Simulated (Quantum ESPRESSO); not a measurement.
# Collinear magnetic orders of La2Fe2S2O3 with Quantum ESPRESSO, part 2 of 2

Aim: find out which collinear order of La2Fe2S2O3 costs least.

Quantum ESPRESSO 7.5; PBE with U = 4.5 eV on Fe d (ortho-atomic projectors); plane waves with GBRV 1.5 PBE potentials, no spin-orbit coupling.

So far, absolute magnetization (μB): step 2 (run 1, typed as ferro ++) 8.04.

## (3) Start 2: antiferro +−

Contents of pw.in:

```
&CONTROL
  calculation = 'scf'
  prefix = 'pwscf'
  outdir = './tmp'
  pseudo_dir = './pseudo'
  disk_io = 'nowf'
/
&SYSTEM
  ibrav = 0
  celldm(1) = 8
  nat = 9
  ntyp = 5
  ecutwfc = 40
  ecutrho = 280
  nbnd = 55
  occupations = 'smearing'
  smearing = 'fd'
  degauss = 0.00367493
  nspin = 2
  starting_magnetization(1) = 0
  starting_magnetization(2) = 0.25
  starting_magnetization(3) = -0.25
  starting_magnetization(4) = 0
  starting_magnetization(5) = 0
/
&ELECTRONS
  conv_thr = 1.8d-08
  electron_maxstep = 150
  mixing_beta = 0.3
/
ATOMIC_SPECIES
La    138.9055 la_pbe_v1.uspp.F.UPF
Fe1    55.8450 fe_pbe_v1.5.uspp.F.UPF
Fe2    55.8450 fe_pbe_v1.5.uspp.F.UPF
S      32.0600 s_pbe_v1.4.uspp.F.UPF
O      15.9990 o_pbe_v1.2.uspp.F.UPF
CELL_PARAMETERS alat
  -0.4780716549912    0.4780716549912    2.1477261805371
   0.4780716549912   -0.4780716549912    2.1477261805371
   0.4780716549912    0.4780716549912   -2.1477261805371
ATOMIC_POSITIONS crystal
La      0.1818010000    0.1818010000    0.0000000000
La      0.8181990000    0.8181990000    0.0000000000
Fe1     0.5000000000    0.0000000000    0.5000000000
Fe2     0.0000000000    0.5000000000    0.5000000000
S       0.4049150000    0.4049150000    0.0000000000
S       0.5950850000    0.5950850000    0.0000000000
O       0.7500000000    0.2500000000    0.5000000000
O       0.2500000000    0.7500000000    0.5000000000
O       0.0000000000    0.0000000000    0.0000000000
K_POINTS automatic
8 8 8 0 0 0
HUBBARD {ortho-atomic}
U Fe1-3d 4.5000
U Fe2-3d 4.5000
```

Run with:

```console
> OMP_NUM_THREADS=1 mpirun -n 4 pw.x -nk 4 -in pw.in > pw.out
```

What it wrote:

```text
[banner, memory and clock lines left out]
Program PWSCF v.7.5 starts

     Message from routine setup:
     using ibrav=0 with symmetry is DISCOURAGED, use correct ibrav instead

     bravais-lattice index     =            0
     lattice parameter (alat)  =       8.0000  a.u.
     unit-cell volume          =    1005.2981 (a.u.)^3
     number of atoms/cell      =            9
     number of atomic types    =            5
     number of electrons       =        84.00
     number of Kohn-Sham states=           55
     kinetic-energy cutoff     =      40.0000  Ry
     charge density cutoff     =     280.0000  Ry
     scf convergence threshold =      1.8E-08
     mixing beta               =       0.3000
     number of iterations used =            8  plain     mixing
     Exchange-correlation= SLA  PW   PBE  PBE
                           (   1   4   3   4   0   0   0)
     Hubbard projectors: ortho-atomic
     Hubbard parameters of DFT+U (Dudarev formulation) in eV:
     U(Fe1-3d) =  4.5000
     U(Fe2-3d) =  4.5000

     Internal variables: lda_plus_u =T, lda_plus_u_kind = 0

     Internal variables: orbital_resolved =F, hub_pot_fix =F, apply_U = F

     celldm(1)=   8.000000  celldm(2)=   0.000000  celldm(3)=   0.000000
     celldm(4)=   0.000000  celldm(5)=   0.000000  celldm(6)=   0.000000

     crystal axes: (cart. coord. in units of alat)
               a(1) = (  -0.478072   0.478072   2.147726 )
               a(2) = (   0.478072  -0.478072   2.147726 )
               a(3) = (   0.478072   0.478072  -2.147726 )

     reciprocal axes: (cart. coord. in units 2 pi/alat)
               b(1) = ( -0.000000  1.045868  0.232804 )
               b(2) = (  1.045868 -0.000000  0.232804 )
               b(3) = (  1.045868  1.045868  0.000000 )

     PseudoPot. # 1 for La read from file:
     la_pbe_v1.uspp.F.UPF
     Pseudo is Ultrasoft + core correction, Zval = 11.0

     PseudoPot. # 2 for Fe read from file:
     fe_pbe_v1.5.uspp.F.UPF
     Pseudo is Ultrasoft + core correction, Zval = 16.0

     PseudoPot. # 3 for Fe read from file:
     fe_pbe_v1.5.uspp.F.UPF
     Pseudo is Ultrasoft + core correction, Zval = 16.0

     PseudoPot. # 4 for S  read from file:
     s_pbe_v1.4.uspp.F.UPF
     Pseudo is Ultrasoft + core correction, Zval =  6.0

     PseudoPot. # 5 for O  read from file:
     o_pbe_v1.2.uspp.F.UPF
     Pseudo is Ultrasoft + core correction, Zval =  6.0

     atomic species   valence    mass     pseudopotential
     La               11.00   138.90550     La( 1.00)
     Fe1              16.00    55.84500     Fe( 1.00)
     Fe2              16.00    55.84500     Fe( 1.00)
     S                 6.00    32.06000     S ( 1.00)
     O                 6.00    15.99900     O ( 1.00)

     Starting magnetic structure
     atomic species   magnetization
     La              0.000
     Fe1             0.250
     Fe2            -0.250
     S               0.000
     O               0.000

      8 Sym. Ops., with inversion, found

   Cartesian axes

     site n.     atom                  positions (alat units)
         1        La     tau(   1) = (  -0.0000000  -0.0000000   0.7809175  )
         2        La     tau(   2) = (   0.0000000   0.0000000   3.5145348  )
         3        Fe1    tau(   3) = (   0.0000000   0.4780717   0.0000000  )
         4        Fe2    tau(   4) = (   0.4780717   0.0000000   0.0000000  )
         5        S      tau(   5) = (   0.0000000   0.0000000   1.7392931  )
         6        S      tau(   6) = (   0.0000000   0.0000000   2.5561593  )
         7        O      tau(   7) = (   0.0000000   0.4780717   1.0738631  )
         8        O      tau(   8) = (   0.4780717   0.0000000   1.0738631  )
         9        O      tau(   9) = (   0.0000000   0.0000000   0.0000000  )

     number of k points=    95  Fermi-Dirac smearing, width (Ry)=  0.0037
                       cart. coord. in units 2pi/alat
        k(    1) = (   0.0000000   0.0000000   0.0000000), wk =   0.0019531
        k(    2) = (   0.1307335   0.1307335   0.0000000), wk =   0.0078125
        k(    3) = (   0.2614671   0.2614671   0.0000000), wk =   0.0078125
        k(    4) = (   0.3922006   0.3922006   0.0000000), wk =   0.0078125
        k(    5) = (  -0.5229342  -0.5229342   0.0000000), wk =   0.0039062
        [... 90 further k-points ...]

     Dense  grid:    79499 G-vectors     FFT dimensions: (  96,  96,  96)

     Smooth grid:    34457 G-vectors     FFT dimensions: (  75,  75,  75)

     Check: negative core charge=   -0.000017
     Generating pointlists ...
     new r_m :   0.2313 (alat units)  1.8503 (a.u.) for type    1
     new r_m :   0.1972 (alat units)  1.5776 (a.u.) for type    2
     new r_m :   0.1972 (alat units)  1.5776 (a.u.) for type    3
     new r_m :   0.2594 (alat units)  2.0750 (a.u.) for type    4
     new r_m :   0.1972 (alat units)  1.5776 (a.u.) for type    5

     Initial potential from superposition of free atoms

     starting charge      81.9358, renormalised to      84.0000

     negative rho (up, down):  7.151E-02 7.151E-02

     STARTING HUBBARD OCCUPATIONS:

     =================== HUBBARD OCCUPATIONS ===================
     ------------------------ ATOM    3 ------------------------
     Tr[ns(  3)] (up, down, total) =   5.00000  0.00000  5.00000
     Atomic magnetic moment for atom   3 =   5.00000
     [... lines left out ...]
     ------------------------ ATOM    4 ------------------------
     Tr[ns(  4)] (up, down, total) =   0.00000  5.00000  5.00000
     Atomic magnetic moment for atom   4 =  -5.00000
     [... lines left out ...]
     Number of occupied Hubbard levels =   10.0000

     Atomic wfc used for Hubbard projectors are orthogonalized

     Starting wfcs are   86 randomized atomic wfcs

     Self-consistent Calculation

     iteration #  1     ecut=    40.00 Ry     beta= 0.30
     Davidson diagonalization with overlap
     ethr =  1.00E-02,  avg # of iterations =  4.5

     =================== HUBBARD OCCUPATIONS ===================
     ------------------------ ATOM    3 ------------------------
     Tr[ns(  3)] (up, down, total) =   4.95964  3.60894  8.56858
     Atomic magnetic moment for atom   3 =   1.35069
     [... lines left out ...]
     ------------------------ ATOM    4 ------------------------
     Tr[ns(  4)] (up, down, total) =   3.60958  4.95962  8.56920
     Atomic magnetic moment for atom   4 =  -1.35004
     [... lines left out ...]
     Number of occupied Hubbard levels =   17.1378

     negative rho (up, down):  6.950E-02 6.950E-02

     total energy              =    -838.23210687 Ry
     estimated scf accuracy    <      30.94419785 Ry

     total magnetization       =     0.00 Bohr mag/cell
     absolute magnetization    =     3.28 Bohr mag/cell

     iteration #  2     ecut=    40.00 Ry     beta= 0.30
     Davidson diagonalization with overlap
     ethr =  1.00E-02,  avg # of iterations =  7.8

     negative rho (up, down):  2.838E-04 2.566E-04

     total energy              =    -826.00911556 Ry
     estimated scf accuracy    <     533.48263886 Ry

     total magnetization       =    -0.04 Bohr mag/cell
     absolute magnetization    =     0.21 Bohr mag/cell

     [... further iterations left out ...]

     iteration # 23     ecut=    40.00 Ry     beta= 0.30
     Davidson diagonalization with overlap
     ethr =  4.58E-11,  avg # of iterations =  4.6

     negative rho (up, down):  4.930E-02 4.930E-02

     total energy              =    -851.62792049 Ry
     estimated scf accuracy    <       0.00000003 Ry

     total magnetization       =    -0.00 Bohr mag/cell
     absolute magnetization    =     7.61 Bohr mag/cell

     iteration # 24     ecut=    40.00 Ry     beta= 0.30
     Davidson diagonalization with overlap
     ethr =  4.05E-11,  avg # of iterations =  4.1

     negative rho (up, down):  4.930E-02 4.930E-02

     Magnetic moment per site  (integrated on atomic sphere of radius R)
     atom   1 (R=0.231)  charge=  6.1991  magn= -0.0000
     atom   2 (R=0.231)  charge=  6.1991  magn= -0.0000
     atom   3 (R=0.197)  charge= 13.2432  magn=  3.3288
     atom   4 (R=0.197)  charge= 13.2432  magn= -3.3288
     atom   5 (R=0.259)  charge=  4.7941  magn= -0.0000
     atom   6 (R=0.259)  charge=  4.7941  magn= -0.0000
     atom   7 (R=0.197)  charge=  5.5606  magn=  0.0000
     atom   8 (R=0.197)  charge=  5.5606  magn=  0.0000
     atom   9 (R=0.197)  charge=  5.5864  magn= -0.0000

     End of self-consistent calculation

     =================== HUBBARD OCCUPATIONS ===================
     ------------------------ ATOM    3 ------------------------
     Tr[ns(  3)] (up, down, total) =   4.91439  1.24202  6.15641
     Atomic magnetic moment for atom   3 =   3.67237
     [... lines left out ...]
     ------------------------ ATOM    4 ------------------------
     Tr[ns(  4)] (up, down, total) =   1.24204  4.91439  6.15643
     Atomic magnetic moment for atom   4 =  -3.67236
     [... lines left out ...]
     Number of occupied Hubbard levels =   12.3128

     Number of k-points >= 100: set verbosity='high' to print the bands.

     the Fermi energy is    11.6090 ev

!    total energy              =    -851.62792051 Ry
     estimated scf accuracy    <          1.8E-09 Ry
     smearing contrib. (-TS)   =      -0.00000000 Ry
     internal energy E=F+TS    =    -851.62792051 Ry

     The total energy is F=E-TS. E is the sum of the following terms:
     one-electron contribution =    -500.14537216 Ry
     hartree contribution      =     293.69720644 Ry
     xc contribution           =    -196.47529501 Ry
     ewald contribution        =    -448.83785978 Ry
     Hubbard energy            =       0.13339999 Ry

     total magnetization       =     0.00 Bohr mag/cell
     absolute magnetization    =     7.61 Bohr mag/cell

     convergence has been achieved in  24 iterations
```

Wall time 25 min (4 MPI ranks of Intel Xeon 6975P-C (Granite Rapids), shared host); peak memory 2.4 GiB.

Spin moment in the atom's sphere by atom:

```csv
atom,spin moment in the atom's sphere (μB)
La1,0.00
La2,0.00
Fe3,3.33
Fe4,-3.33
S5,0.00
S6,0.00
O7,0.00
O8,0.00
O9,0.00
```

Read from the output:

```
smearing term TS       : 2.40e-12 eV
magnetization          : 0 μB
absolute magnetization : 7.606 μB
final state            : antiferromagnetic
```

Spin density in the ac plane of the conventional cell at fractional y = 0.000, with atoms of La and Fe and S and O within 0.2 Å of it.

Ten even steps from '_' (-3.8 e/Å³) to '@' (3.6 e/Å³), each cell a mean:
```
++++++++====::::--==++++++++
++++++++++++++++++++++++++++
++++++++++++++++++++++++++++
++++++++++++++++++++++++++++
++++++++++++++++++++++++++++
++++++++++++++++++++++++++++
++++++++++++++++++++++++++++
++++++++++++++++++++++++++++
++++++++++++++++++++++++++++
++++++++++++++++++++++++++++
++++++++++++++++++++++++++++
++++++++++**@@@@##++++++++++
++++++++++**######++++++++++
++++++++++++++++++++++++++++
++++++++++++++++++++++++++++
++++++++++++++++++++++++++++
++++++++++++++++++++++++++++
++++++++++++++++++++++++++++
++++++++++++++++++++++++++++
++++++++++++++++++++++++++++
++++++++++++++++++++++++++++
++++++++++++++++++++++++++++
++++++++++++++++++++++++++++
++++++++==--____..==++++++++
```
Columns run along a (4.0 Å), rows up along c (18.2 Å), edges of the conventional cell, whose origin can differ from the input's. Atoms in or near the plane, at fractional coordinates: La at (0.00, 0.18), La at (0.00, 0.82), Fe at (0.50, 0.50), Fe at (0.50, 0.00), S at (0.00, 0.40), S at (0.00, 0.60), O at (0.50, 0.75), O at (0.50, 0.25), O at (0.00, 0.00).

Valence density in the ac plane of the conventional cell at fractional y = 0.000, with atoms of La and Fe and S and O within 0.2 Å of it. It is the smooth field of the valence electrons, not physical close to the nuclei.

Ten steps, logarithmic in the rise over the least value, from '_' (0 e/Å³) to '@' (16 e/Å³), each cell a mean:
```
##**==--==**%%@@%%++--==++**
----::::::--------::::::----
------::::::::::::::::::----
++++++==--::::::::::--==++++
::==++==------------==++++--
======--==++####**++----====
::::::----++**##**==--::::::
::::::::::--------::::::::::
====------::::::::::----====
========----::::::----======
======--------==------======
--------==##@@@@@@**--------
--------==**%%@@%%++--------
======----------------======
========--::::::::----======
==------::::::::::::------==
::::::::------------::::::::
::::::--==++####**++----::::
++++======++**##**==--====++
__==++==------------==++++--
++++==----::::::::::--==++++
----::::::::::::::::::::::--
------::------==----::------
##**++--==##@@@@@@**--==++##
```
Columns run along a (4.0 Å), rows up along c (18.2 Å), edges of the conventional cell, whose origin can differ from the input's. Atoms in or near the plane, at fractional coordinates: La at (0.00, 0.18), La at (0.00, 0.82), Fe at (0.50, 0.50), Fe at (0.50, 0.00), S at (0.00, 0.40), S at (0.00, 0.60), O at (0.50, 0.75), O at (0.50, 0.25), O at (0.00, 0.00).

## (4) Run 3, typed as no spin polarisation

pw.in: that of step 3 with these lines changed.

```diff
@@ -11,3 +11,3 @@
   nat = 9
-  ntyp = 5
+  ntyp = 4
   ecutwfc = 40
@@ -18,8 +18,2 @@
   degauss = 0.00367493
-  nspin = 2
-  starting_magnetization(1) = 0
-  starting_magnetization(2) = 0.25
-  starting_magnetization(3) = -0.25
-  starting_magnetization(4) = 0
-  starting_magnetization(5) = 0
 /
@@ -32,4 +26,3 @@
 La    138.9055 la_pbe_v1.uspp.F.UPF
-Fe1    55.8450 fe_pbe_v1.5.uspp.F.UPF
-Fe2    55.8450 fe_pbe_v1.5.uspp.F.UPF
+Fe     55.8450 fe_pbe_v1.5.uspp.F.UPF
 S      32.0600 s_pbe_v1.4.uspp.F.UPF
@@ -43,4 +36,4 @@
 La      0.8181990000    0.8181990000    0.0000000000
-Fe1     0.5000000000    0.0000000000    0.5000000000
-Fe2     0.0000000000    0.5000000000    0.5000000000
+Fe      0.5000000000    0.0000000000    0.5000000000
+Fe      0.0000000000    0.5000000000    0.5000000000
 S       0.4049150000    0.4049150000    0.0000000000
@@ -53,3 +46,2 @@
 HUBBARD {ortho-atomic}
-U Fe1-3d 4.5000
-U Fe2-3d 4.5000
+U Fe-3d 4.5000
```

What it wrote:

```text
     [... lines left out ...]
Program PWSCF v.7.5 starts
     [... lines left out ...]
     number of atoms/cell      =            9
     [... lines left out ...]
     number of electrons       =        84.00
     number of Kohn-Sham states=           55
     kinetic-energy cutoff     =      40.0000  Ry
     charge density cutoff     =     280.0000  Ry
     scf convergence threshold =      1.8E-08
     [... lines left out ...]
     16 Sym. Ops., with inversion, found
     [... lines left out ...]
     number of k points=    59  Fermi-Dirac smearing, width (Ry)=  0.0037
     [... lines left out ...]
     iteration # 54     ecut=    40.00 Ry     beta= 0.30
     [... lines left out ...]
[key lines of the parts left out:]
total energy              =    -851.03599944 Ry
```

Wall time 13 min (4 MPI ranks); peak memory 1.6 GiB.

Residual by cycle:

cycle, log10 residual and a bar from the least value:
```
        1        2.9 ##############################
        6        1.4 ##################
       10        0.7 #############
       15       -0.4 ####
       20       -0.7 ##
       25       -0.9 
       29       -0.8 #
       34        0.3 ##########
       39       -0.6 ###
       44       -0.9 
       48        0.7 #############
       53       -0.6 ##
```

The run was cut off at its time limit.

After 53 cycles the residual stands at 0.23.

## (5) The states side by side

An order is kept where moments of 0.15 μB or more survive with the typed signs; meshes match where a doubled cell samples the same k points as the first cell.

Orders:

```csv
start,final state,typed order kept,energy over the lowest (meV a seeded atom),largest site moment (μB),net moment (μB a cell of the first run),mesh matched,CPU time (s)
ferro ++,ferromagnetic,yes,60,3.357,8,yes,4485
antiferro +-,antiferromagnetic,yes,0,3.329,0,yes,5938
```

## (6) Occupations of the corrected shells in the lowest state

Occupations of the Hubbard shells:

```csv
block,type,shell,spin,electrons,occupation numbers
3,Fe1,3d,up,4.914,0.975 0.979 0.981 0.987 0.992
3,Fe1,3d,down,1.242,0.036 0.041 0.085 0.134 0.946
4,Fe2,3d,up,1.242,0.036 0.041 0.085 0.134 0.946
4,Fe2,3d,down,4.914,0.975 0.979 0.981 0.987 0.992
```

## (7) Outcome

| Quantity | Value |
| --- | --- |
| lowest state found | antiferromagnetic (from antiferro +-) |
| largest site moment | 3.33 μB |
| next state with moments | ferromagnetic, 60.0 meV a seeded atom higher |

**Reading.** This is the lowest of 2 collinear or spinless starts, no proof of the ground state. 1 further start did not converge. A computed site moment is spin alone and hangs on the region that is counted: the program's spheres do not touch and miss the tail of the moment. Measured moments hold any orbital part as well, and belong to the order of the sample, which need not be the order of this run.

Computed beside measured:

| quantity | measured | in the sphere | projected shell |
| --- | --- | --- | --- |
| moment (Fe) (μB) | 2.32 | 3.33 (+43.5 %) | 3.67 (+58.3 %) |

Measured values from arxiv:1801.00342 (2018).

**Verdict.** For the moment, of the levels listed nearest comes in the sphere (+43.5 %) and farthest projected shell (+58.3 %). No cell relaxation is part of this session.

[Logs and program files are shortened in this print: banners, set-up blocks, solver, clock and traceback lines can be left out without a mark of their own.]

[Logs are printed without paths, hosts, clocks, repeated set-up lines and the standing remarks that a program may print on its own settings, such as how far it seeks lower states.]

[Hosts, paths, dates, database ids (printed as entryN), source tags and the programs' standing remarks are cut or masked in the printed files.]

[Where a cell is said to come from a database of computed structures, the database is the Materials Project.]
